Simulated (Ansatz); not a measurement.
Rows from a G0W0 calculation on CO2 (Pa-3) (Ansatz 0.2.0; G0W0 on PBE, plane waves, PAW; PAW set soft_1; 4×4×4 mesh, 692 empty bands, screening to 150 eV, PAW set soft_1 files), in eV. Spin-orbit coupling is left out.

```
row  k  band   start       Σx  Σc at the solution      Vxc
  A  Γ    v1  -1.652  -26.182               3.151  -20.841
  B  Γ    v3  -1.878  -25.839               3.183  -20.414
  C  Γ    c1   5.219   -6.506              -3.274  -11.259
  D  Γ    c2   6.307  -11.037              -3.405  -17.305
```

**Question.** Work out each quasiparticle level and how far it moved.

The quasiparticle equation reads E = start + Σx + Σc(E) − Vxc.

```
row  E (eV)  shift (eV)
  A  -3.843      −2.191
  B  -4.120      −2.242
  C   6.698      +1.479
  D   9.170      +2.863
```

Limits: not at the basis limit.

[Paths, hosts, dates, memory and timing lines, banners, echoed tables and standing remarks are left out of the program output.]

[Logs are printed without paths, hosts, clocks, repeated set-up lines and the standing remarks that a program may print on its own settings, such as how far it seeks lower states.]

[Runs of the session that timed out or met a known fault of the program may be left out.]

[Cells called generated may have been cut or substituted from an entry of the Crystallography Open Database or the Materials Project.]

[Hosts, paths, dates, database ids (printed as entryN), source tags and the programs' standing remarks are cut or masked in the printed files.]
